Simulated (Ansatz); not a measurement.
Planning a run of Ansatz 0.2.0 on SiO2 (P4_32_12). The input:

```yaml
crystal:
  lattice:
    - [4.9329, 0.0, 0.0]
    - [0.0, 4.9329, 0.0]
    - [0.0, 0.0, 6.4645]
  atoms:
    - { symbol: Si, position: [0.817705, 0.817705, 0.5] }
    - { symbol: Si, position: [0.682295, 0.317705, 0.25] }
    - { symbol: Si, position: [0.182295, 0.182295, 0.0] }
    - { symbol: Si, position: [0.317705, 0.682295, 0.75] }
    - { symbol: O, position: [0.26834, 0.36457, 0.80193] }
    - { symbol: O, position: [0.13543, 0.76834, 0.55193] }
    - { symbol: O, position: [0.73166, 0.63543, 0.30193] }
    - { symbol: O, position: [0.86457, 0.23166, 0.05193] }
    - { symbol: O, position: [0.76834, 0.13543, 0.44807] }
    - { symbol: O, position: [0.63543, 0.73166, 0.69807] }
    - { symbol: O, position: [0.23166, 0.86457, 0.94807] }
    - { symbol: O, position: [0.36457, 0.26834, 0.19807] }
kpoints:
  mp_grid: { grid: [2, 2, 2] }
hamiltonian:
  xc: lda
  pseudopotentials: { kind: all_electron }
scf:
  occupations: { method: fixed }
gw:
  n_empty_bands: 656
  ecut_chi: 150.0
  qp_bands: [v6, c3]
  qp_kpoints: [[0, 0, 0]]
  screening: { model: contour_deformation }
```

```sh
ansatz run input.yaml --threads 2 --pin off --max-ram 73728MiB --backend cuda --events-out ev --progress --plain --runs-dir out --devices 1 --max-vram 13GiB
```

Estimate wall time and host memory on 1 × NVIDIA H100 80GB HBM3 (shared by 6 runs) with 2 threads of AMD EPYC 7R13 (Zen 3), shared host.

It took 45 s; on shared hardware allow 22 s to 89 s. Peak host memory was 5.9 GiB. The sizes that set the cost: 48487 plane waves a state, 6 irreducible k points, 716 bands summed, 633 plane waves in the screening and 8 SCF cycles.

The screening grows as filled bands × empty bands × pairs of k points, times the square of the screening basis for the matrix.

[Paths, hosts, dates, memory and timing lines, banners, echoed tables and standing remarks are left out of the program output.]

[Logs are printed without paths, hosts, clocks, repeated set-up lines and the standing remarks that a program may print on its own settings, such as how far it seeks lower states.]

[Runs of the session that timed out or met a known fault of the program may be left out.]

[Cells called generated may have been cut or substituted from an entry of the Crystallography Open Database or the Materials Project.]

[Hosts, paths, dates, database ids (printed as entryN), source tags and the programs' standing remarks are cut or masked in the printed files.]
